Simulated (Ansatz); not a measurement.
# Phonons of LuBi (Fm-3m) against volume

Wanted: mode Grüneisen parameters of LuBi (Fm-3m).

Program: Ansatz 0.2.0. Level of theory: DFT PBEsol, scalar-relativistic, plane waves, PAW; PAW set soft_1. Results are calculated unless marked as measured.

Report form: the programs' logs are mostly left out.

## Step 1: The starting structure

Symmetry: Fm-3m, No. 225, cubic system. Conventional cell: a = 6.134 Å, b = 6.134 Å, c = 6.134 Å, α = 90.00°, β = 90.00°, γ = 90.00°. Nearest to Lu lie 6 Bi at 3.07 Å. Nearest to Bi lie 6 Lu at 3.07 Å. Farther neighbours are not listed.

## Step 2: Phonons on a q mesh

The cell comes from relaxations at this level that are not shown. Stability and thermal properties need the whole zone. Linear response on a 4×4×4 q mesh gives force constants as far as a supercell of that size would.

Input file input.yaml:

```yaml
crystal:
  lattice:
    - [0.0, 3.0669197206, 3.0669197206]
    - [3.0669197206, 0.0, 3.0669197206]
    - [3.0669197206, 3.0669197206, 0.0]
  atoms:
    - { symbol: Lu, position: [0.5, 0.5, 0.5] }
    - { symbol: Bi, position: [0.0, 0.0, 0.0] }
kpoints:
  mp_grid: { grid: [12, 12, 12] }
hamiltonian:
  xc: pbesol
  pseudopotentials: { kind: paw, azcp: { folder: soft_1 }, xc_functional: pbe }
scf:
  occupations: { method: methfessel_paxton, width: 0.2 }
output:
  eigenvalues: true
phonons:
  method: dfpt
  qmesh: [4, 4, 4]
  temperatures: { t_max: 1000, t_step: 50 }
  qpath:
    path:
      - [[0.0, 0.0, 0.0], [0.5, 0.0, 0.5], [0.625, 0.25, 0.625]]
      - [[0.375, 0.375, 0.75], [0.0, 0.0, 0.0], [0.5, 0.5, 0.5], [0.5, 0.25, 0.75], [0.5, 0.0, 0.5]]
    npoints: 10
```

Started as:

```
> ansatz run input.yaml --threads 4 --pin off --max-ram 10240MiB --backend cpu --events-out ev --progress --plain --runs-dir out
```

Elapsed: 9.5 min, on 4 threads of Arm Neoverse V1, shared host; peak memory 5.6 GiB; 37 min of CPU time.

This step gave:

| Quantity | Value |
| --- | --- |
| volume per atom | 28.85 Å³ |
| gap on the k-mesh | 0 eV |
| sum-rule residual before enforcement | 4.74e-5 eV/Å² |
| lowest frequency on the path | 0 cm⁻¹ |
| point group | m-3m |
| highest frequency on the path or at a solved wavevector | 129.2 cm⁻¹ |
| mean frequency | 87.9 cm⁻¹ |
| Debye temperature (second moment) | 173 K |
| logarithmic mean frequency | 81.1 cm⁻¹ |
| highest optical mode at the zone centre (no LO-TO term) | 118.8 cm⁻¹ |
| lowest optical zone-centre mode | 118.8 cm⁻¹ |
| lowest mode on the q mesh (acoustic modes at Γ apart) | 29.38 cm⁻¹ |
| zero-point energy per atom | 16.35 meV |
| heat capacity at 300 K | 24.53 J/(mol atoms K) |
| vibrational entropy at 300 K | 48.69 J/(mol atoms K) |

Frequencies (cm⁻¹) solved at each irreducible wavevector; negative means imaginary. Frequencies by wavevector, by row:

```
q in reciprocal lattice units  star  mode 1  mode 2  mode 3  mode 4  mode 5  mode 6
                        0 0 0     1       0       0       0   118.8   118.8   118.8
                     0 0 0.25     8    47.6    47.6    64.6   110.4   110.4   128.4
                     0 0 -0.5     4    81.3    81.3    90.1    90.1   104.3   120.8
                  0 0.25 0.25     6    29.4    29.4      89   100.2     121     121
                  0 0.25 -0.5    24    57.3    61.4    69.7   109.6   117.6   123.5
                 0 0.25 -0.25    12    37.8    80.3    92.3    99.6   108.5     125
                  0 -0.5 -0.5     3    37.9    38.2    38.2   117.1   117.1   128.9
              0.25 -0.5 -0.25     6    40.6    40.6    96.9    97.6   126.1   126.1
```

Symmetry leaves 8 wavevectors to solve. The lowest mode among them, the acoustic zeros apart, lies at q = (0, 0.25, 0.25) and is real, 29.4 cm⁻¹.

## Step 3: Relaxing at another volume, volume ratio 0.97

The volume is scaled by 0.97 and held; symmetry leaves nothing to relax, so this is a single point. The modes can then be followed against volume.

input.yaml, the sections that differ from step 2:

```yaml
crystal:
  lattice:
    - [0.0, 3.0359386154, 3.0359386154]
    - [3.0359386154, 0.0, 3.0359386154]
    - [3.0359386154, 3.0359386154, 0.0]
  atoms:
    - { symbol: Lu, position: [0.5, 0.5, 0.5] }
    - { symbol: Bi, position: [0.0, 0.0, 0.0] }
output:
  forces: true
  stress: true
  eigenvalues: true
# kpoints, hamiltonian, scf: as in step 2
# phonons: removed
```

The job ended after 1.9 s (4 threads; peak memory 0.41 GiB).

This step gave:

```
pressure        : 1.970 GPa
volume per atom : 27.98 Å³
```

The run ends at a pressure of 1.97 GPa.

## Step 4: Phonons at the other volume, volume ratio 0.97

The phonons are repeated at this volume on the same k and q meshes.

input.yaml, as its differences from that of step 3:

```diff
@@ -16,4 +16,11 @@
 output:
-  forces: true
-  stress: true
   eigenvalues: true
+phonons:
+  method: dfpt
+  qmesh: [4, 4, 4]
+  temperatures: { t_max: 1000, t_step: 50 }
+  qpath:
+    path:
+      - [[0.0, 0.0, 0.0], [0.5, 0.0, 0.5], [0.625, 0.25, 0.625]]
+      - [[0.375, 0.375, 0.75], [0.0, 0.0, 0.0], [0.5, 0.5, 0.5], [0.5, 0.25, 0.75], [0.5, 0.0, 0.5]]
+    npoints: 10
```

Run time: 9.1 min. Hardware: 4 threads; peak memory 5.6 GiB; 36 min of CPU time.

This step gave:

```
sum-rule residual before enforcement                    : 3.16e-5 eV/Å²
highest frequency on the path or at a solved wavevector : 137.0 cm⁻¹
mean frequency                                          : 92.4 cm⁻¹
Debye temperature (second moment)                       : 182 K
logarithmic mean frequency                              : 84.8 cm⁻¹
highest optical mode at the zone centre (no LO-TO term) : 126.0 cm⁻¹
lowest optical zone-centre mode                         : 126.0 cm⁻¹
lowest mode on the q mesh (acoustic modes at Γ apart)   : 29.35 cm⁻¹
zero-point energy per atom                              : 17.18 meV
heat capacity at 300 K                                  : 24.49 J/(mol atoms K)
vibrational entropy at 300 K                            : 47.61 J/(mol atoms K)
```

Frequencies (cm⁻¹) solved at each irreducible wavevector; negative means imaginary. Frequencies by wavevector, by row:

```
q in reciprocal lattice units  star  mode 1  mode 2  mode 3  mode 4  mode 5  mode 6
                        0 0 0     1       0       0       0     126     126     126
                     0 0 0.25     8    50.5    50.5      67   117.1   117.1   133.2
                     0 0 -0.5     4    87.1    87.1    94.7    94.7   108.6   125.3
                  0 0.25 0.25     6    29.4    29.4    94.9   103.7   128.4   128.4
                  0 0.25 -0.5    24    59.9    63.8    71.6   116.5   124.8   130.2
                 0 0.25 -0.25    12    37.4    86.3    96.9   104.3     113   132.7
                  0 -0.5 -0.5     3    36.7    38.7    38.7   124.7   124.7     137
              0.25 -0.5 -0.25     6    40.4    40.4   102.1   102.5     134     134
```

The highest optical mode at the zone centre (no LO-TO term) is 126.0 cm⁻¹, +7.2 cm⁻¹ against the base run.

## Step 5: Relaxing at another volume, volume ratio 1.03

The volume is scaled by 1.03 and held; symmetry leaves nothing to relax, so this is a single point. The modes can then be followed against volume.

input.yaml, the sections that differ from step 4:

```yaml
crystal:
  lattice:
    - [0.0, 3.0972872373, 3.0972872373]
    - [3.0972872373, 0.0, 3.0972872373]
    - [3.0972872373, 3.0972872373, 0.0]
  atoms:
    - { symbol: Lu, position: [0.5, 0.5, 0.5] }
    - { symbol: Bi, position: [0.0, 0.0, 0.0] }
output:
  forces: true
  stress: true
  eigenvalues: true
  write_density: true
  write_potential: true
  elf: true
  volumetric_format: npy
# kpoints, hamiltonian, scf: as in step 4
# phonons: removed
```

It took 2.4 s on 4 threads; peak memory 0.42 GiB; 8.4 s of CPU time.

This step gave:

- pressure: -1.702 GPa
- volume per atom: 29.71 Å³

The run ends at a pressure of -1.70 GPa.

## Step 6: Phonons at the other volume, volume ratio 1.03

input.yaml, the sections that differ from step 5:

```yaml
output:
  eigenvalues: true
phonons:
  method: dfpt
  qmesh: [4, 4, 4]
  temperatures: { t_max: 1000, t_step: 50 }
  qpath:
    path:
      - [[0.0, 0.0, 0.0], [0.5, 0.0, 0.5], [0.625, 0.25, 0.625]]
      - [[0.375, 0.375, 0.75], [0.0, 0.0, 0.0], [0.5, 0.5, 0.5], [0.5, 0.25, 0.75], [0.5, 0.0, 0.5]]
    npoints: 10
# crystal, kpoints, hamiltonian, scf: as in step 5
```

The job ended after 9.4 min (4 threads; peak memory 5.7 GiB).

Numbers from this step:

* sum-rule residual before enforcement: 6.31e-5 eV/Å²
* highest frequency on the path or at a solved wavevector: 124.9 cm⁻¹
* mean frequency: 83.7 cm⁻¹
* Debye temperature (second moment): 164 K
* logarithmic mean frequency: 77.6 cm⁻¹
* highest optical mode at the zone centre (no LO-TO term): 112.0 cm⁻¹
* lowest optical zone-centre mode: 112.0 cm⁻¹
* lowest mode on the q mesh (acoustic modes at Γ apart): 29.38 cm⁻¹
* zero-point energy per atom: 15.56 meV
* heat capacity at 300 K: 24.57 J/(mol atoms K)
* vibrational entropy at 300 K: 49.79 J/(mol atoms K)

Frequencies (cm⁻¹) solved at each irreducible wavevector; negative means imaginary. Frequencies by wavevector, by row:

```
q in reciprocal lattice units  star  mode 1  mode 2  mode 3  mode 4  mode 5  mode 6
                        0 0 0     1       0       0       0     112     112     112
                     0 0 0.25     8    44.9    44.9    62.3   104.1   104.1   123.9
                     0 0 -0.5     4    75.8    75.8    85.7    85.7   100.3   116.6
                  0 0.25 0.25     6    29.4    29.4    83.3    96.9     114     114
                  0 0.25 -0.5    24    54.8    59.1    67.9   103.1   110.8   117.1
                 0 0.25 -0.25    12      38    74.6    87.9      95   104.3   117.6
                  0 -0.5 -0.5     3    37.7    37.7    38.8   109.9   109.9   121.1
              0.25 -0.5 -0.25     6    40.8    40.8    91.5    93.3   118.5   118.5
```

The highest optical mode at the zone centre (no LO-TO term) is 112.0 cm⁻¹, -6.8 cm⁻¹ against the base run.

## Step 7: Grüneisen parameters

The Grüneisen parameter of a mode is minus the logarithmic change of its frequency with volume, −d ln ω / d ln V; weighted by heat capacity it gives the expansion.

This step gave:

- bulk modulus: 61.2 GPa

Phonon branches along the path, in cm⁻¹:

```
    point  branch 1  branch 2  branch 3  branch 4  branch 5  branch 6
        Γ         0         0         0       119       119       119
  halfway        29        29        89       100       121       121
        X        38        38        38       117       117       129
  halfway        39        45        49       115       120       128
        U        40        60        69       109       122       128
jump to K        40        60        69       109       122       128
  halfway        34        65        80       101       118       123
        Γ         0         0         0       119       119       119
  halfway        48        48        65       110       110       128
        L        81        81        90        90       104       121
  halfway        61        64        94        95       118       122
        W        41        41        97        98       126       126
  halfway        39        40        64       114       121       128
        X        38        38        38       117       117       129
```

The same for volume x 0.97:

```
point  branch 1  branch 2  branch 3  branch 4  branch 5  branch 6
    Γ         0         0         0       126       126       126
    X        37        39        39       125       125       137
    U        39        63        71       116       129       136
    K        39        63        71       116       129       136
    Γ         0         0         0       126       126       126
    L        87        87        95        95       109       125
    W        40        40       102       102       134       134
    X        37        39        39       125       125       137
```

The same for volume x 1.03:

```
point  branch 1  branch 2  branch 3  branch 4  branch 5  branch 6
    Γ         0         0         0       112       112       112
    X        38        38        39       110       110       121
    U        40        57        67       102       115       120
    K        40        57        67       102       115       120
    Γ         0         0         0       112       112       112
    L        76        76        86        86       100       117
    W        41        41        92        93       118       118
    X        38        38        39       110       110       121
```

Mode Grueneisen parameter -dln(w)/dln(V), modes matched by rank; at Γ the acoustic branches take the value of a neighbouring point of the path. Mode grüneisen parameters along the path, in :

```
    point  branch 1  branch 2  branch 3  branch 4  branch 5  branch 6
        Γ     -0.20     -0.20      2.05      1.96      1.96      1.96
  halfway      0.00      0.00      2.17      1.13      1.98      1.98
        X     -0.45      0.44     -0.04      2.11      2.11      2.06
  halfway     -0.74      0.92      0.75      2.09      2.01      2.06
        U     -0.38      1.47      1.06      2.05      1.83      2.06
jump to K     -0.38      1.47      1.06      2.05      1.83      2.06
  halfway     -0.30      2.35      1.60      1.87      1.22      1.94
        Γ     -0.37      2.11      1.35      1.96      1.96      1.96
  halfway      1.96      1.96      1.21      1.96      1.96      1.21
        L      2.32      2.32      1.66      1.66      1.32      1.20
  halfway      1.32      1.24      1.83      1.61      1.88      1.82
        W     -0.16     -0.16      1.83      1.57      2.05      2.05
  halfway     -0.34     -0.13      1.35      1.95      2.07      2.05
        X     -0.45      0.44     -0.04      2.11      2.11      2.06
```

(dS/dlnV)/C_V. Table of thermodynamic Grueneisen parameter by temperature:

```
temperature (K)  thermodynamic Grueneisen parameter
             50                                1.34
            100                                1.45
            150                                1.47
            200                                1.48
            250                                1.48
            300                                1.48
            350                                1.49
            400                                1.49
            450                                1.49
            500                                1.49
            550                                1.49
            600                                1.49
            650                                1.49
            700                                1.49
            750                                1.49
            800                                1.49
            850                                1.49
            900                                1.49
            950                                1.49
           1000                                1.49
```

Gamma C_V/(B V) at the static volume. Table of volume expansion by temperature:

```
temperature (K)  volume expansion (1e-6/K)
             50                       19.0
            100                       29.5
            150                       32.3
            200                       33.4
            250                       34.0
            300                       34.2
            350                       34.4
            400                       34.5
            450                       34.6
            500                       34.7
            550                       34.7
            600                       34.7
            650                       34.8
            700                       34.8
            750                       34.8
            800                       34.8
            850                       34.8
            900                       34.8
            950                       34.8
           1000                       34.9
```

## Step 8: What came out

```json
{
 "bulk modulus": "61.2 GPa",
 "thermodynamic Grüneisen parameter at 300 K": "1.484",
 "volume expansion at 300 K, estimated": "34.24 × 10⁻⁶ K⁻¹"
}
```

In words: By this estimate the volume grows by 34.2 × 10⁻⁶ per kelvin at 300 K. The highest optical mode at Γ goes from 126 to 112 cm⁻¹ as the cell grows, a Grüneisen parameter of 1.97. Mode parameters on the path run from -0.88 to 2.4, with a median of 1.8. Modes with negative values stiffen as the cell grows and pull against the expansion. Branches are matched by rank, so values near crossings are rough. The expansion is the Grüneisen estimate at the static volume, with the static bulk modulus. With no gap, or one that is small against the smearing, the frequencies hang on the k mesh and the smearing, most of all near Kohn anomalies. Spin-orbit coupling is left out, which can matter for the heavy elements here. The PAW files were made for PBE and serve the other functionals too. A phonon run warned that its eigensolver left some bands unconverged in a pass.

[Logs are printed without paths, hosts, clocks, repeated set-up lines and the standing remarks that a program may print on its own settings, such as how far it seeks lower states.]

[Hosts, paths, dates, database ids (printed as entryN), source tags and the programs' standing remarks are cut or masked in the printed files.]
